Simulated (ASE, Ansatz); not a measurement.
# Convergence of a linear-scaling basis for germanene hexagonal flake, H-capped, Sn on Ge sites (108 atoms), part 2 of 2

Aim: test how closely localised support functions follow the reference on germanene hexagonal flake, H-capped, Sn on Ge sites (108 atoms), and at what cost. A setting counts as converged where the r.m.s. difference of forces stays under 1 % of the r.m.s. force.

Ansatz 0.2.0; Kohn-Sham DFT, PBE, PAW (set soft_2), plane waves.

The cell: 69 Ge, 15 Sn and 24 H. Beside vacuum, support functions can miss their usual error bounds without a warning. The main run has no spin polarisation.

So far. Step 2 (Plane-wave single point): Between -25 and -14 eV lie 840 more states.

## Step 3: Distances and neighbours (continued)

How many atoms have how many bonded neighbours:

```csv
element,mean,1,3
Ge,3,0,69
H,1,24,0
Sn,3,0,15
```

Bond angles (no mean is given where the spread exceeds 20°):

```csv
angle,count,mean (°),spread (°)
Ge-Ge-Ge,120,112,1.1
Ge-Ge-Sn,44,112,1.1
Ge-Ge-H,28,112,1.2
Ge-Sn-Ge,24,112,1.1
Ge-Sn-H,10,113,1.6
```

With the cutoffs above, all Ge atoms have 3, all H atoms have 1 and all Sn atoms have 3 bonded neighbours. The Ge-Ge-Ge angle averages 112° with a spread of 1.1°.

The surroundings of H92, which bears the longest force, nearest first, numbered as they follow in the input and with coordinates relative to it.

```csv
atom,x,y,z,distance (Å),bonds,Löwdin charge (e),Fx,Fy,Fz (eV/Å)
H92,0.00,0.00,0.00,0.00,1,-0.09,-2.41,4.04,1.31
Sn16,0.76,-1.21,-0.44,1.50,3,0.38,1.03,-3.45,-1.84
Ge15,-0.42,-3.27,0.29,3.31,3,0.00,0.56,-0.73,0.17
Ge37,3.07,-1.27,0.27,3.33,3,-0.06,1.69,0.75,0.34
H91,-1.87,-3.26,-0.15,3.76,1,-0.03,-0.74,-0.09,-0.17
H95,3.53,2.02,0.01,4.07,1,-0.02,-0.34,0.45,0.08
Ge41,4.29,0.76,-0.42,4.38,3,0.00,-1.78,-0.79,-0.29
Ge38,4.24,-3.22,-0.41,5.34,3,0.04,0.10,-0.47,-0.05
Ge14,0.75,-5.29,-0.41,5.36,3,0.03,-0.03,0.31,0.09
```

The column of bonds counts only the pairs Ge-Ge within 2.88 Å, Ge-H within 1.89 Å, Ge-Sn within 3.03 Å, H-Sn within 2.04 Å, Sn-Sn within 2.84 Å; other neighbours, such as metal atoms beside each other in a compound, aren't counted, and periodic images can show an atom twice.

## Step 4: Support functions medium

The cell is solved in localised support functions.

This step: Kohn-Sham DFT, PBE, PAW (set soft_2), localised support functions (medium) (Ansatz 0.2.0).

File input.yaml:

```yaml
crystal:
  lattice:
    - [40.53107, 0.0, 0.0]
    - [0.0, 38.72363, 0.0]
    - [0.0, 0.0, 12.68]
  atoms:
    [... the 108 atom lines of step 2 ...]
kpoints:
  mp_grid: { grid: [1, 1, 1] }
hamiltonian:
  xc: pbe
scf:
  occupations: { method: gaussian, width: 0.05 }
  eigensolver: { kind: { support_functions: { accuracy: medium } } }
  mixing: { beta: 0.2 }
  max_iter: 150
output:
  forces: true
```

The run is started by

```
$ ansatz run input.yaml --threads 32 --pin off --max-ram 143360MiB --backend cuda --events-out ev --progress --plain --runs-dir out
```

Numbers of over 12 decimals in the logs are rounded to 6 here.

Output:

```text
Warning: scf.eigensolver.kind.support_functions: disabling space-group detection — the functions' gradient is summed over unrotated k-points, so no spatial operation reduces the k-mesh or symmetrises the density; time reversal is kept, so that k and −k are solved as one point where they differ and the mesh holds both, and exact exchange and, on two spinor components, a DFT+U term hold to it where the run has them: [...]
settings of this run that can trade accuracy for cost: scf.eigensolver.kind.support_functions [...]
[...]
GPU FFT provider: cuFFT
GPU libraries: cuBLAS 13.8.1, cuFFT 12.4.0, cuSOLVER 12.3.2
[...]
Crystal: 108 atoms, lattice volume = 19901.389 Å³
Basis set: ecut = 420 eV, 388909 PW (Γ), exchange–correlation on 576×540×180 points (8 copies of the dense FFT grid, shifted against one another)
Bands: 720, of which v1, the nominal top of the filled ones, is band 600 counted from 1 (599 counted from 0)
Symmetry: 1 space group operations
k-points: 1
[...]
GPU buffer pool allocated for 6998400 grid points (all kernels)
[...]
SCF iter   1: F=—  HF=-386996.253738 eV  |F-HF|=—  |Δ(HF+E_count)|=         —  Δρ=1.20e-2  dr2=2.68e1  ethr=1.00e-1
[...]
SCF iter  15: F=-387036.352064 eV  HF=-387036.352168 eV  |F-HF|=1.04e-4  |Δ(HF+E_count)|=   1.64e-4  Δρ=3.37e-6  dr2=2.07e-6  ethr=9.05e-10
SCF 1 converged in 15 iterations: F = -387036.353285 eV  dr2 = 2.07e-6
[...]
SCF converged after 15 iterations
Stability not checked: this state was not tested for a lower state beside it, because the mixer in use, unlike msr1, does not test its closes by its own steps (another_mixer; see scf.mixing.algorithm and scf.lower_state_search)
Free energy (F): -387036.353285 eV
[...]
Internal energy: -387036.353285 eV  (E = F + TS)
E sigma→0 (E₀):  -387036.353285 eV
Fermi energy:    -3.086178 eV
[...]
--- Forces (eV/Å), atoms counted from 1 ---
[... 108 lines of forces left out ...]
  max |Σ_I F_I| component: 1.32e-3 eV/Å
--- Band table (eV) ---
[... left out ...]
  guard bands above this table: 104 of the run's 720 bands (output.publish_guard_bands: true publishes all)
```

It took 7.2 s on 1 × NVIDIA GB200 with 32 threads of Arm Neoverse V2, shared host; peak memory 4.8 GiB.

That memory is the host's; the program planned up to 13.7 GiB on the GPU.

The program notes that the band table was not solved further than the SCF left it and it switched symmetry off.

Keys that differ from the reference: support_functions.accuracy = "medium", scf.max_iter = 150 and scf.mixing.beta = 0.2.

Forces differ from the reference by 1.8 meV/Å r.m.s., 0.18 % of their size, well within a tolerance of 1 %; the energy by -1.6 meV/atom. The two runs also began from different starting densities, which bears on cycles and time.

## Step 5: Cost against change

Each row is set against the plane-wave reference (Kohn-Sham DFT, PBE, PAW (set soft_2), plane waves; r.m.s. force component 1.04 eV/Å). Energies are set beside the reference only for runs with its functional, potentials and electron count. Times are for 1 × NVIDIA GB200 with 32 threads of Arm Neoverse V2, shared host. The reference's time includes the DOS, which some other runs skip.

```csv
run,"Δ force, r.m.s. (meV/Å)",share of r.m.s. force (%),Δ energy (meV/atom),Δ gap (eV),cycles,time,host memory (GiB),planned on the GPU (GiB)
reference,-,-,-,-,15,10 s,5.2,35
support functions medium,1.82,0.176,-1.64,0,15,7.2 s,4.8,14
```

## Step 6: Results

| Property | Result |
| --- | --- |
| free energy per atom | -3583.6683 eV/atom |
| r.m.s. force component | 1.036 eV/Å |
| gap (highest filled to lowest empty level) | 0.5949 eV |
| wall time of the 2 DFT runs | 18 s |

In words: Against plane waves at 420 eV, the forces differ by 1.8 meV/Å (0.18 %) with support functions medium. Differences between support functions and plane waves include what basis error the plane-wave run still has.

The highest filled and lowest empty levels differ by 0.595 eV (at Γ alone); states at the surface or the caps may set this spacing. With the cutoffs above, all Ge atoms have 3, all H atoms have 1 and all Sn atoms have 3 bonded neighbours.

What to keep in mind: The geometry was built by rule, was displaced at random and isn't relaxed at this level: its force components are 1.0 eV/Å r.m.s.

[Logs are printed without paths, hosts, clocks, repeated set-up lines and the standing remarks that a program may print on its own settings, such as how far it seeks lower states.]

[Hosts, paths, dates, database ids (printed as entryN), source tags and the programs' standing remarks are cut or masked in the printed files.]
